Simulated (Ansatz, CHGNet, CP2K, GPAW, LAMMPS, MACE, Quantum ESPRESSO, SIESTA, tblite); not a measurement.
**Quantum ESPRESSO runs on Zn40S29Se11 with crystalline order left by the classical run (80 atoms)**

Aim: run Zn40S29Se11 with crystalline order left by the classical run (80 atoms) in Quantum ESPRESSO and see how near its forces come to a plane-wave reference, and at what cost.

Calculated with Quantum ESPRESSO 7.5; the method is named at each step.

### Step 1. The starting structure

The cell holds 80 atoms: 40 Zn, 29 S and 11 Se. Its edges and angles: a = 11.843 Å, b = 11.843 Å, c = 11.843 Å, α = 90.0°, β = 90.0°, γ = 90.0°. 80 atoms (40 Zn, 29 S, 11 Se) placed at random at 4.41 g/cm³, melted at 2500 K for 10 ps at fixed volume with the Stillinger-Weber II-VI potential (Zhou et al., Phys. Rev. B 88, 085309 (2013)). Quenched from 2500 K to 300 K at 4 K/ps and fixed volume, annealed at 800 K for 50 ps, held 5 ps.

The yardstick, on the same geometry:

| Quantity | Value |
| --- | --- |
| method | Kohn-Sham DFT, PBE, PAW, plane waves (Ansatz 0.2.0); cutoff 420 eV, Γ point, fermi-dirac smearing of 0.05 eV; PAW set soft_2 |
| r.m.s. force component | 0.4208 eV/Å |
| longest force | 2.335 eV/Å |
| pressure | 1.128 GPa |
| spacing of highest filled and lowest empty level | 0.2294 eV |
| SCF cycles | 12 |
| time | 17 s on 8 threads of Arm Neoverse V2, shared host |
| CPU time | 2.2 min |

### Step 2. PBE, sssp-1.3.0-efficiency, 45/360 Ry

Method: Kohn-Sham DFT, PBE, SSSP efficiency 1.3.0 pseudopotentials, plane waves.

File pw.in:

```
&control
  calculation = 'scf'
  pseudo_dir = './pseudo'
  outdir = './tmp'
  disk_io = 'none'
  tprnfor = .true.
  tstress = .true.
/
&system
  ibrav = 0
  nat = 80
  ntyp = 3
  ecutwfc = 45
  ecutrho = 360
  nosym = .true.
  occupations = 'smearing'
  smearing = 'fd'
  degauss = 0.003675
/
&electrons
  conv_thr = 4.0e-07
  electron_maxstep = 100
  mixing_beta = 0.4
  mixing_mode = 'plain'
  diagonalization = 'david'
/
ATOMIC_SPECIES
Zn 65.380 Zn.upf
S 32.060 S.upf
Se 78.971 Se.upf
CELL_PARAMETERS angstrom
11.84320 0.00000 0.00000
0.00000 11.84320 0.00000
0.00000 0.00000 11.84320
ATOMIC_POSITIONS crystal
Zn 0.87957 0.61085 0.47178
Zn 0.23190 0.53856 0.07828
Zn 0.45393 0.79534 0.77238
Zn 0.34658 0.96446 0.04399
Zn 0.98714 0.44231 0.20693
Zn 0.30924 0.68890 0.60277
Zn 0.53355 0.36585 0.10957
Zn 0.28289 0.98487 0.42218
Zn 0.80877 0.19056 0.11218
Zn 0.33267 0.42078 0.79265
Zn 0.14388 0.17198 0.65323
Zn 0.88937 0.32783 0.66165
Zn 0.79333 0.75414 0.74645
Zn 0.56104 0.06797 0.28344
Zn 0.09245 0.00554 0.12963
Zn 0.16499 0.87528 0.82881
Zn 0.95891 0.73178 0.03130
Zn 0.71535 0.32393 0.37676
Zn 0.02208 0.88716 0.57915
Zn 0.14984 0.43788 0.48896
Zn 0.62874 0.21650 0.82285
Zn 0.06947 0.28874 0.95235
Zn 0.58052 0.78695 0.47775
Zn 0.41991 0.01815 0.67666
Zn 0.91666 0.03162 0.83904
Zn 0.99127 0.17753 0.40291
Zn 0.69758 0.90586 0.04146
Zn 0.73739 0.04863 0.56150
Zn 0.27195 0.25075 0.23784
Zn 0.83884 0.89460 0.30595
Zn 0.69972 0.62596 0.20620
Zn 0.31990 0.14530 0.92782
Zn 0.60828 0.50392 0.63587
Zn 0.53666 0.60468 0.92767
Zn 0.42314 0.51650 0.35875
Zn 0.44474 0.25839 0.52084
Zn 0.05879 0.58368 0.76391
Zn 0.41098 0.77610 0.21272
Zn 0.13086 0.70842 0.31230
Zn 0.80426 0.47236 0.93766
S 0.76336 0.08795 0.95047
S 0.85523 0.93930 0.67403
S 0.36369 0.41927 0.19874
S 0.57581 0.14367 0.63706
S 0.54491 0.67161 0.31134
S 0.80258 0.78334 0.15066
S 0.55495 0.40886 0.46901
S 0.18836 0.17204 0.07410
S 0.65013 0.23122 0.21579
S 0.67856 0.94458 0.40520
S 0.10066 0.32307 0.32642
S 0.40357 0.86096 0.53872
S 0.64550 0.50928 0.05671
S 0.90799 0.34586 0.04579
S 0.13195 0.75748 0.67849
S 0.90039 0.64225 0.86724
[... 20 atom lines left out ...]
Se 0.71520 0.66062 0.57834
Se 0.46129 0.30218 0.91500
Se 0.23021 0.88123 0.24823
Se 0.82242 0.49214 0.31468
K_POINTS gamma
```

Run with:

```
OMP_NUM_THREADS=1 mpirun -np 4 pw.x -in pw.in > output.txt
```

Output:

```text
Program PWSCF
     gamma-point specific algorithms are used
     one sub-group per band group will be used
     scalapack distributed-memory algorithm (size of sub-group:  2*  2 procs)
     Parallelization info
     sticks:   dense  smooth     PW     G-vecs:    dense   smooth      PW
     Min        3586    1789    445               323238   114227   14307
     Max        3587    1792    448               323245   114232   14312
     Sum       14345    7161   1789              1292959   456919   57243
     bravais-lattice index     =            0
     lattice parameter (alat)  =      22.3804  a.u.
     unit-cell volume          =   11209.9530 (a.u.)^3
     number of atoms/cell      =           80
     number of atomic types    =            3
     number of electrons       =      1040.00
     number of Kohn-Sham states=          624
     kinetic-energy cutoff     =      45.0000  Ry
     charge density cutoff     =     360.0000  Ry
     scf convergence threshold =      4.0E-07
     mixing beta               =       0.4000
     number of iterations used =            8  plain     mixing
     Exchange-correlation= SLA  PW   PBE  PBE
                           (   1   4   3   4   0   0   0)
     crystal axes: (cart. coord. in units of alat)
               a(1) = (   1.000000   0.000000   0.000000 )
               a(2) = (   0.000000   1.000000   0.000000 )
               a(3) = (   0.000000   0.000000   1.000000 )
     reciprocal axes: (cart. coord. in units 2 pi/alat)
               b(1) = (  1.000000  0.000000  0.000000 )
               b(2) = (  0.000000  1.000000  0.000000 )
               b(3) = (  0.000000  0.000000  1.000000 )
     PseudoPot. # 1 for Zn:
     Pseudo is Ultrasoft, Zval = 20.0
     PseudoPot. # 2 for S :
     Pseudo is Ultrasoft + core correction, Zval =  6.0
     PseudoPot. # 3 for Se:
     Pseudo is Ultrasoft + core correction, Zval =  6.0
     atomic species   valence    mass     pseudopotential
     Zn               20.00    65.38000     Zn( 1.00)
     S                 6.00    32.06000     S ( 1.00)
     Se                6.00    78.97100     Se( 1.00)
     No symmetry found
   Cartesian axes
     number of k points=     1  Fermi-Dirac smearing, width (Ry)=  0.0037
                       cart. coord. in units 2pi/alat
        k(    1) = (   0.0000000   0.0000000   0.0000000), wk =   2.0000000
     Dense  grid:   646480 G-vectors     FFT dimensions: ( 135, 135, 135)
     Smooth grid:   228460 G-vectors     FFT dimensions: (  96,  96,  96)
     Initial potential from superposition of free atoms
     starting charge    1039.9925, renormalised to    1040.0000
     Starting wfcs are  680 randomized atomic wfcs
     Self-consistent Calculation
     iteration #  1     ecut=    45.00 Ry     beta= 0.40
     Threshold (ethr) on eigenvalues was too large:
     Diagonalizing with lowered threshold
     total energy              =  -19643.18723905 Ry
     estimated scf accuracy    <       4.44872091 Ry
     iteration #  2     ecut=    45.00 Ry     beta= 0.40
     total energy              =  -19643.31077277 Ry
     estimated scf accuracy    <       3.64040616 Ry
     iteration #  3     ecut=    45.00 Ry     beta= 0.40
     total energy              =  -19644.14673786 Ry
     estimated scf accuracy    <       1.61317591 Ry
     iteration #  4     ecut=    45.00 Ry     beta= 0.40
     total energy              =  -19644.19496965 Ry
     estimated scf accuracy    <       0.28587577 Ry
     iteration #  5     ecut=    45.00 Ry     beta= 0.40
     total energy              =  -19644.20358728 Ry
     estimated scf accuracy    <       0.07102310 Ry
     iteration #  6     ecut=    45.00 Ry     beta= 0.40
     total energy              =  -19644.21285392 Ry
     estimated scf accuracy    <       0.02413776 Ry
[...]
total energy              =  -19644.21524881 Ry
[...]
iteration # 12     ecut=    45.00 Ry     beta= 0.40
     total energy              =  -19644.21525121 Ry
     estimated scf accuracy    <       0.00000355 Ry
     iteration # 13     ecut=    45.00 Ry     beta= 0.40
     total energy              =  -19644.21525195 Ry
     estimated scf accuracy    <       0.00000058 Ry
     iteration # 14     ecut=    45.00 Ry     beta= 0.40
     End of self-consistent calculation
          k = 0.0000 0.0000 0.0000 ( 28622 PWs)   bands (ev):
  -118.8262-118.8221-118.8054-118.7537-118.7067-118.6661-118.6527-118.6253
  -118.6245-118.6037-118.5957-118.5919-118.5832-118.5663-118.5645-118.5581
  -118.5411-118.5408-118.5348-118.5326-118.5275-118.5250-118.5049-118.4765
  -118.4679-118.4668-118.4545-118.4467-118.4043-118.4034-118.3942-118.3868
  -118.3681-118.3558-118.3498-118.3414-118.2889-118.2548-118.1648-118.1041
   -73.0186 -73.0059 -72.9989 -72.9922 -72.9889 -72.9867 -72.9730 -72.9626
   -72.9530 -72.9524 -72.9172 -72.9162 -72.8962 -72.8644 -72.8482 -72.8456
   -72.8406 -72.8313 -72.8236 -72.8206 -72.8107 -72.8099 -72.7991 -72.7914
   -72.7857 -72.7831 -72.7826 -72.7785 -72.7778 -72.7777 -72.7765 -72.7690
   -72.7628 -72.7607 -72.7607 -72.7530 -72.7523 -72.7495 -72.7483 -72.7469
   -72.7427 -72.7370 -72.7370 -72.7351 -72.7290 -72.7285 -72.7283 -72.7222
[...]
13.0461  13.0668  13.0862  13.1056  13.2890  13.3104  13.3314  13.3764
    13.4227  13.4881  13.5195  13.5415  13.5718  13.6193  13.6608  13.6741
    13.7682  13.7876  13.8108  13.8828  13.9345  13.9883  14.0331  14.0488
     the Fermi energy is     7.8568 ev
!    total energy              =  -19644.21525210 Ry
     estimated scf accuracy    <       0.00000009 Ry
     smearing contrib. (-TS)   =      -0.00444722 Ry
     internal energy E=F+TS    =  -19644.21080487 Ry
     The total energy is F=E-TS. E is the sum of the following terms:
     one-electron contribution =  -18514.29041141 Ry
     hartree contribution      =    9521.21619467 Ry
     xc contribution           =   -2260.67709032 Ry
     ewald contribution        =   -8390.45949782 Ry
     convergence has been achieved in  14 iterations
     Forces acting on atoms (cartesian axes, Ry/au):
     atom    1 type  1   force =     0.00886522    0.01647203   -0.01684821
     atom    2 type  1   force =     0.00440741   -0.01449794    0.00539979
     atom    3 type  1   force =     0.02442960    0.02733013    0.01860156
     atom    4 type  1   force =     0.05794322    0.00532990   -0.00078742
     atom    5 type  1   force =     0.00037510   -0.01097929   -0.00693770
     atom    6 type  1   force =    -0.00979474    0.01281626   -0.00926910
[...]
atom   78 type  3   force =    -0.02025115    0.00290590    0.00237966
     atom   79 type  3   force =     0.00948873   -0.00064850   -0.00497932
     atom   80 type  3   force =    -0.01137391    0.01001992    0.00241282
     Total force =     0.253723     Total SCF correction =     0.001641
     Computing stress (Cartesian axis) and pressure
          total   stress  (Ry/bohr**3)                   (kbar)     P=        9.34
   0.00006230   0.00004588  -0.00006331            9.16        6.75       -9.31
   0.00004588   0.00006484   0.00005512            6.75        9.54        8.11
  -0.00006331   0.00005512   0.00006338           -9.31        8.11        9.32
     Message from routine punch:
     Nothing written, as per user request (disk_io='none')
```

Wall time 6 min (4 MPI ranks of Arm Neoverse V2, shared host); peak memory 4.5 GiB; 24 min of CPU time.

Banners, paths, timers and routine set-up lines are dropped from the logs unmarked, and long logs keep their key lines alone; longer cuts are marked.

Against the reference:

- r.m.s. force component: 0.4211 eV/Å
- r.m.s. difference of force components: 4.327 meV/Å
- longest difference of force vectors: 28.88 meV/Å
- force difference over r.m.s. force: 1.028 %
- slope of forces against the reference's: 1.001
- correlation of force components: 1
- pressure: 0.934 GPa
- pressure difference: -0.1943 GPa

Length of the force difference by element (eV/Å):

| element | atoms | mean | most |
| --- | --- | --- | --- |
| S | 29 | 0.0053 | 0.029 |
| Se | 11 | 0.0062 | 0.022 |
| Zn | 40 | 0.0069 | 0.015 |

A closer look about Se75, one of the 11 Se atoms: 9 atoms, nearest first, numbered in the order of the input, with positions taken from that point.

| atom | x | y | z | distance (Å) | bonds | Fx | Fy | Fz (eV/Å) |
| --- | --- | --- | --- | --- | --- | --- | --- | --- |
| Se75 | 0.00 | 0.00 | 0.00 | 0.00 | 4 | 0.50 | 0.28 | -0.24 |
| Zn22 | -1.11 | -2.05 | 0.63 | 2.41 | 4 | -0.23 | -0.37 | -0.06 |
| Zn10 | 2.01 | -0.49 | -1.27 | 2.43 | 4 | 0.45 | 0.08 | 0.19 |
| Zn2 | 0.82 | 0.91 | 2.12 | 2.44 | 4 | 0.11 | -0.37 | 0.14 |
| Zn37 | -1.23 | 1.44 | -1.61 | 2.49 | 4 | -0.10 | 0.55 | 0.40 |
| S65 | -1.09 | 1.85 | 3.00 | 3.69 | 4 | 0.12 | -0.40 | -0.13 |
| S54 | -3.02 | -1.37 | 1.73 | 3.74 | 4 | 0.44 | 0.46 | 0.59 |
| S56 | -3.11 | 2.14 | -0.38 | 3.79 | 4 | 0.17 | -0.61 | 0.32 |
| S60 | -2.03 | -2.97 | -1.34 | 3.84 | 4 | 0.73 | -0.23 | -0.62 |

Forces lie 1.0 % from the reference's, at 11 times its CPU time (on 4 against 8 cores).

### Step 3. Summary of results

```
force difference from the reference : QE PBE, sssp-1.3.0-efficiency, 45/360 Ry, 1.0 %
its CPU time                        : 24 min
```

**Reading.** PBE on plane waves or a grid with other potentials, cutoffs or grids differs from the reference by 1.0 % (QE PBE, sssp-1.3.0-efficiency, 45/360 Ry) of the r.m.s. force; this holds the reference's own error, so differences of a few per cent don't tell which side is nearer the exact PBE result (QE's 45 Ry are 612 eV, against the reference's 420 eV). The potentials hold different valence shells: 830 electrons in the reference, 1040 in Quantum ESPRESSO with SSSP; this bears on time and differences. The quench rate of 4 K/ps is many orders above laboratory rates, so the cell is likely richer in defects and strain than a real sample. The network of bonds at the start is that of the classical potential that made the cell, and needn't be the one that DFT or experiment would give. The electronic-structure runs sample only Γ, in a cell whose shortest periodic width is 12 Å.

[Also dropped from logs without a mark: logging warnings of Python, and SIESTA's first energy breakdown and zero terms.]

[Logs are printed without paths, hosts, clocks, repeated set-up lines and the standing remarks that a program may print on its own settings, such as how far it seeks lower states.]

[Hosts, paths, dates, database ids (printed as entryN), source tags and the programs' standing remarks are cut or masked in the printed files.]
